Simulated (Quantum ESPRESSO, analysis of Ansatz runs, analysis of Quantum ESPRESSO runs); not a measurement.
# As-H pair in CdTe: local vibrational mode, LDA (Quantum ESPRESSO), part 2 of 2

Subject: As-H pair in CdTe. Wanted: its local vibrational mode, in one set-up (LDA, GBRV 1.5 LDA, 32-site cell, LDA lattice, k: the single point 1/4 1/4 1/4). The model is a cell of 32 host atoms with As put on another atom's site and H put in between. The frequencies come from force constants among the defect atom and its neighbours, with the masses of the isotopes named. A local or semilocal functional is the cheapest first rung.

Quantum ESPRESSO 7.5; LDA, GBRV 1.5 LDA, 32-site cell, LDA lattice, k: the single point 1/4 1/4 1/4.

So far. Step 2 (Relaxation, charge 0): Neighbours of the added atoms: H33: As28 1.55, Cd7 2.06, Cd16 3.28 Å.

### Step 3. Atom Cd7 moved by 0.015 A along x

Force constants come from the forces after small displacements. One such run is shown.

This step: Quantum ESPRESSO plane-wave DFT, LDA, GBRV 1.5 LDA potentials; single point of a defect supercell.

Input file pw.in:

```
&CONTROL
  calculation = 'scf'
  prefix = 'pwscf'
  outdir = './tmp'
  pseudo_dir = './pseudo'
  tprnfor = .true.
  disk_io = 'low'
/
&SYSTEM
  ibrav = 0
  nat = 33
  ntyp = 4
  ecutwfc = 45
  ecutrho = 360
  nbnd = 148
  occupations = 'smearing'
  smearing = 'fd'
  degauss = 0.00073499
  nosym = .true.
/
&ELECTRONS
  conv_thr = 1d-10
  electron_maxstep = 100
  mixing_beta = 0.5
/
ATOMIC_SPECIES
Cd   112.4140 cd_lda_v1.uspp.F.UPF
Te   127.6000 te_lda_v1.uspp.F.UPF
As    74.9216 as_lda_v1.uspp.F.UPF
H      1.0080 h_lda_v1.4.uspp.F.UPF
CELL_PARAMETERS angstrom
  -6.4228462395    6.4228462395   -6.4228462395
   6.4228462395    6.4228462395    6.4228462395
   6.4228462395   -6.4228462395   -6.4228462395
ATOMIC_POSITIONS crystal
Cd    -0.0015587618   -0.0018085921   -0.0014470307
Cd    -0.0016676260    0.2484505247    0.7485098658
[... 4 atom lines left out ...]
Cd     0.2062894563    0.4575600492    0.2075007560
[... 1 atom line left out ...]
Cd     0.5013134301   -0.0097321057    0.5012881546
[... 2 atom lines left out ...]
Cd     0.5016281798    0.7514132801    0.7408580145
[... 3 atom lines left out ...]
Cd     0.7409943686    0.7513502792    0.5014313083
[... 2 atom lines left out ...]
Te    -0.0053443077    0.5015531745    0.2516905230
[... 1 atom line left out ...]
Te     0.2530345788    0.0003544044    0.5000484580
Te     0.2517474506    0.2447477790    0.2517414824
Te     0.2517234359    0.5018264414   -0.0051182738
Te     0.2530085040    0.7499539678    0.7502904516
Te     0.4999612682    0.0003833191    0.2529713382
[... 2 atom lines left out ...]
As     0.5311996201    0.7807403042    0.5309926697
[... 4 atom lines left out ...]
H      0.3918743666    0.6407307166    0.3911242782
K_POINTS crystal
1
0.25 0.25 0.25 1.0
```

Command:

```bash
$ OMP_NUM_THREADS=1 pw.x -in pw.in > pw.out
```

The log of the run:

```text
[banner, memory and clock lines left out]
          URL

     G-vector sticks info

     bravais-lattice index     =            0
     lattice parameter (alat)  =      21.0226  a.u.
     unit-cell volume          =    7152.1921 (a.u.)^3
     number of atoms/cell      =           33
     number of atomic types    =            4
     number of electrons       =       288.00
     number of Kohn-Sham states=          148
     kinetic-energy cutoff     =      45.0000  Ry
     charge density cutoff     =     360.0000  Ry
     scf convergence threshold =      1.0E-10
     mixing beta               =       0.5000
     number of iterations used =            8  plain     mixing
     Exchange-correlation=  SLA  PZ   NOGX NOGC
                           (   1   1   0   0   0   0   0)

     celldm(1)=  21.022629  celldm(2)=   0.000000  celldm(3)=   0.000000
     celldm(4)=   0.000000  celldm(5)=   0.000000  celldm(6)=   0.000000

     crystal axes: (cart. coord. in units of alat)
               a(1) = (  -0.577350   0.577350  -0.577350 )
               a(2) = (   0.577350   0.577350   0.577350 )
               a(3) = (   0.577350  -0.577350  -0.577350 )

     reciprocal axes: (cart. coord. in units 2 pi/alat)
               b(1) = (  0.000000  0.866025 -0.866025 )
               b(2) = (  0.866025  0.866025 -0.000000 )
               b(3) = (  0.866025  0.000000 -0.866025 )

     PseudoPot. # 1 for Cd read from file:
     cd_lda_v1.uspp.F.UPF
     Pseudo is Ultrasoft + core correction, Zval = 12.0
     Generated by new atomic code, or converted to UPF format
     Using radial grid of  889 points,  6 beta functions with:
                l(1) =   0
                l(2) =   0
                l(3) =   1
                l(4) =   1
                l(5) =   2
                l(6) =   2
     Q(r) pseudized with  6 coefficients,  rinner =    1.000   1.000   1.000
                                                       1.000   1.000

     PseudoPot. # 2 for Te read from file:
     te_lda_v1.uspp.F.UPF
     Pseudo is Ultrasoft + core correction, Zval =  6.0
     Generated by new atomic code, or converted to UPF format
     Using radial grid of  891 points,  5 beta functions with:
                l(1) =   0
                l(2) =   0
                l(3) =   1
                l(4) =   1
[...]
Q(r) pseudized with  6 coefficients,  rinner =    1.800   1.800   1.800
                                                       1.800   1.800

     PseudoPot. # 3 for As read from file:
     as_lda_v1.uspp.F.UPF
     Pseudo is Ultrasoft + core correction, Zval =  5.0
     Generated by new atomic code, or converted to UPF format
     Using radial grid of  875 points,  6 beta functions with:
[...]
l(4) =   1
                l(5) =   2
                l(6) =   2
     Q(r) pseudized with  8 coefficients,  rinner =    1.300   1.300   1.300
                                                       1.300   1.300

     PseudoPot. # 4 for H  read from file:
     h_lda_v1.4.uspp.F.UPF
     Pseudo is Ultrasoft, Zval =  1.0
     Generated by new atomic code, or converted to UPF format
     Using radial grid of  615 points,  2 beta functions with:
                l(1) =   0
                l(2) =   0
     Q(r) pseudized with  8 coefficients,  rinner =    0.700

     atomic species   valence    mass     pseudopotential
     Cd               12.00   112.41400     Cd( 1.00)
     Te                6.00   127.60000     Te( 1.00)
     As                5.00    74.92160     As( 1.00)
     H                 1.00     1.00800     H ( 1.00)

     No symmetry found

   Cartesian axes

     site n.     atom                  positions (alat units)
         1        Cd     tau(   1) = (  -0.0009797  -0.0011087   0.0006912  )
         2        Cd     tau(   2) = (   0.5765582  -0.2896722  -0.2877466  )
         3        Cd     tau(   3) = (   0.5796911  -0.0023418  -0.0032555  )
         4        Cd     tau(   4) = (   0.5795888   0.2919124   0.2907277  )
         5        Cd     tau(   5) = (   0.2865299  -0.2901473  -0.5759200  )
         6        Cd     tau(   6) = (   0.2916810  -0.0021977  -0.2912404  )
         7        Cd     tau(   7) = (   0.2648718   0.2634731   0.0252705  )
         8        Cd     tau(   8) = (   0.2917065   0.5799785   0.2909735  )
         9        Cd     tau(   9) = (  -0.0056334  -0.0056042  -0.5844711  )
        10        Cd     tau(  10) = (  -0.0023047   0.2917434  -0.2910836  )
        11        Cd     tau(  11) = (  -0.0020077   0.5798151  -0.0032008  )
        12        Cd     tau(  12) = (   0.5719481   0.2957093  -0.2835211  )
        13        Cd     tau(  13) = (  -0.2899262   0.2864008  -0.5761087  )
        14        Cd     tau(  14) = (  -0.2895261   0.5762106  -0.2876612  )
        15        Cd     tau(  15) = (   0.2871274   0.2871727  -0.5750817  )
        16        Cd     tau(  16) = (   0.2954805   0.5721041  -0.2835225  )
        17        Te     tau(  17) = (   0.4325922  -0.4330838  -0.4331333  )
        18        Te     tau(  18) = (   0.4319372  -0.1462148  -0.1434875  )
        19        Te     tau(  19) = (   0.4379710   0.1411727   0.1473438  )
        20        Te     tau(  20) = (   0.4317053   0.4318635   0.4348277  )
[...]
ethr =  6.06E-06,  avg # of iterations =  7.0

     negative rho (up, down):  3.209E-01 0.000E+00

     total energy              =   -2272.05829684 Ry
     estimated scf accuracy    <       0.00270723 Ry

     iteration #  5     ecut=    45.00 Ry     beta= 0.50
     Davidson diagonalization with overlap
     ethr =  9.40E-07,  avg # of iterations =  5.0

     negative rho (up, down):  3.213E-01 0.000E+00

     total energy              =   -2272.05888132 Ry
     estimated scf accuracy    <       0.00059522 Ry

     iteration #  6     ecut=    45.00 Ry     beta= 0.50
     Davidson diagonalization with overlap
     ethr =  2.07E-07,  avg # of iterations =  4.0

     negative rho (up, down):  3.217E-01 0.000E+00

     total energy              =   -2272.05906632 Ry
     estimated scf accuracy    <       0.00001332 Ry

     iteration #  7     ecut=    45.00 Ry     beta= 0.50
     Davidson diagonalization with overlap
     ethr =  4.63E-09,  avg # of iterations =  7.0

     negative rho (up, down):  3.218E-01 0.000E+00

     total energy              =   -2272.05908711 Ry
     estimated scf accuracy    <       0.00003538 Ry

     iteration #  8     ecut=    45.00 Ry     beta= 0.50
     Davidson diagonalization with overlap
     ethr =  4.63E-09,  avg # of iterations =  3.0

     negative rho (up, down):  3.220E-01 0.000E+00

     total energy              =   -2272.05909185 Ry
     estimated scf accuracy    <       0.00000214 Ry

     iteration #  9     ecut=    45.00 Ry     beta= 0.50
     Davidson diagonalization with overlap
     ethr =  7.44E-10,  avg # of iterations =  3.0

     negative rho (up, down):  3.220E-01 0.000E+00

     total energy              =   -2272.05909279 Ry
     estimated scf accuracy    <       0.00000040 Ry

     iteration # 10     ecut=    45.00 Ry     beta= 0.50
     Davidson diagonalization with overlap
     ethr =  1.38E-10,  avg # of iterations =  5.0

     negative rho (up, down):  3.220E-01 0.000E+00

     total energy              =   -2272.05909278 Ry
     estimated scf accuracy    <       0.00000021 Ry

     iteration # 11     ecut=    45.00 Ry     beta= 0.50
     Davidson diagonalization with overlap
     ethr =  7.18E-11,  avg # of iterations =  2.0

     negative rho (up, down):  3.220E-01 0.000E+00

     total energy              =   -2272.05909284 Ry
     estimated scf accuracy    <          4.5E-09 Ry

     iteration # 12     ecut=    45.00 Ry     beta= 0.50
     Davidson diagonalization with overlap
     ethr =  1.56E-12,  avg # of iterations = 13.0

     negative rho (up, down):  3.220E-01 0.000E+00

     total energy              =   -2272.05909286 Ry
     estimated scf accuracy    <          3.9E-09 Ry

     iteration # 13     ecut=    45.00 Ry     beta= 0.50
     Davidson diagonalization with overlap
     ethr =  1.35E-12,  avg # of iterations =  2.0

     negative rho (up, down):  3.220E-01 0.000E+00

     total energy              =   -2272.05909286 Ry
     estimated scf accuracy    <          4.2E-10 Ry

     iteration # 14     ecut=    45.00 Ry     beta= 0.50
     Davidson diagonalization with overlap
     ethr =  1.47E-13,  avg # of iterations =  3.0

     negative rho (up, down):  3.220E-01 0.000E+00

     End of self-consistent calculation

          k = 0.4330 0.4330-0.4330 ( 36444 PWs)   bands (ev):

    -6.1707  -6.1220  -6.1179  -6.0864  -5.9119  -5.8983  -5.8732  -5.8253
    -5.8247  -5.8131  -5.7997  -5.7992  -5.7980  -5.7852  -5.7822  -5.7818
    -3.4728  -3.3771  -3.3738  -3.3057  -3.3021  -3.2025  -3.1957  -3.1951
    -3.1887  -3.1884  -3.1716  -3.1709  -3.1707  -3.1418  -3.1382  -3.1375
    -3.1342  -3.1297  -3.1282  -3.1282  -3.1243  -3.1220  -3.1217  -3.1116
    -3.1051  -3.1048  -3.1011  -3.1003  -3.0984  -3.0550  -3.0547  -3.0472
    -3.0414  -3.0413  -3.0360  -3.0195  -3.0178  -3.0172  -3.0072  -2.9963
    -2.9957  -2.9943  -2.9878  -2.9863  -2.9857  -2.9798  -2.9795  -2.9752
    -2.9706  -2.9696  -2.9692  -2.9638  -2.9636  -2.9506  -2.9504  -2.9404
    -2.9340  -2.9326  -2.9322  -2.9284  -2.9258  -2.9255  -2.8762  -2.8241
[...]
0.8152   0.8364   0.9232   0.9244   1.9157   2.1912   2.2507   2.2520
     2.4097   2.7951   2.7967   2.8436   2.8798   2.8843   2.8878   2.8883
     2.9026   2.9028   3.0317   3.0339   3.3575   3.5811   3.5842   3.6271
     3.6303   3.6317   3.6366   3.6573   3.6605   3.6680   3.8222   3.8236
     4.4589   4.6175   4.6202   4.6567   4.6572   4.6586   4.7824   4.7833
     6.7357   6.8857   6.9690   6.9698

     the Fermi energy is     5.4022 ev

!    total energy              =   -2272.05909286 Ry
     estimated scf accuracy    <          3.2E-11 Ry
     smearing contrib. (-TS)   =       0.00000000 Ry
     internal energy E=F+TS    =   -2272.05909286 Ry

     The total energy is F=E-TS. E is the sum of the following terms:
     one-electron contribution =    -732.76292362 Ry
     hartree contribution      =     566.76972892 Ry
     xc contribution           =    -871.95505883 Ry
     ewald contribution        =   -1234.11083933 Ry

     convergence has been achieved in  14 iterations

     negative rho (up, down):  3.220E-01 0.000E+00

     Forces acting on atoms (cartesian axes, Ry/au):

     atom    1 type  1   force =     0.00022208    0.00011287    0.00003070
     atom    2 type  1   force =     0.00010493    0.00002892   -0.00021119
     atom    3 type  1   force =     0.00016015    0.00011833   -0.00013969
     atom    4 type  1   force =     0.00014846    0.00013487    0.00002875
     atom    5 type  1   force =    -0.00030999   -0.00011551    0.00008564
     atom    6 type  1   force =    -0.00002026    0.00017394    0.00005930
     atom    7 type  1   force =    -0.00307535    0.00089666   -0.00129453
     atom    8 type  1   force =    -0.00005854   -0.00012570   -0.00021246
     atom    9 type  1   force =     0.00004959    0.00006206    0.00017035
     atom   10 type  1   force =     0.00021630   -0.00001298   -0.00000955
[...]
atom   29 type  2   force =    -0.00007921    0.00020106    0.00010853
     atom   30 type  2   force =    -0.00013118   -0.00007253   -0.00014116
     atom   31 type  2   force =    -0.00004442   -0.00004032   -0.00008414
     atom   32 type  2   force =     0.00000072   -0.00002989    0.00002830
     atom   33 type  4   force =     0.00016891    0.00009704   -0.00014518

     Total force =     0.004603     Total SCF correction =     0.000018
```

Elapsed: 10 min, on 1 thread of Arm Neoverse V2, shared host; peak memory 3.5 GiB.

At this level the gap is 1.95 eV on the k-mesh of the self-consistent run, which can miss the band edges.

### Step 4. Local vibrational modes

Analysis of the runs above: force constants by central differences of Quantum ESPRESSO plane-wave DFT, LDA, GBRV 1.5 LDA potentials forces among the atoms nearest to a defect, the others at rest.

The modes with the largest weight on the probed atoms (the light atom of a pair), for the masses of each isotope. Modes of the displaced atoms (local only where they lie over the host's phonons):

| isotopes | mode (cm⁻¹) | share of the defect atoms |
| --- | --- | --- |
| H | 2012 | 0.989 |
| H | 397.8 | 0.965 |
| H | 397 | 0.969 |
| D | 1431 | 0.979 |
| D | 288.4 | 0.867 |
| D | 286.6 | 0.893 |

### Step 5. Summary of results

```yaml
distance_from_the_defect_atom_to_its_nearest_neighbour: 1.555 Å
as_h_stretch_1h: 2012 cm⁻¹
```

In words: As-H stretch, 1H: computed 2012 cm⁻¹, measured 2022 cm⁻¹; 10 cm⁻¹ (1 %) below the measurement. The computed value is harmonic, while the measured line is the anharmonic fundamental, which for X–H stretches usually lies a few per cent lower. Only the named neighbours move, so modes near the host's band are approximate.

[Logs are printed without paths, hosts, clocks, repeated set-up lines and the standing remarks that a program may print on its own settings, such as how far it seeks lower states.]

[Hosts, paths, dates, database ids (printed as entryN), source tags and the programs' standing remarks are cut or masked in the printed files.]

[For some hosts the program warned that the k-mesh of the response run may be too coarse for force constants and the static dielectric constant; such warnings are not shown here.]
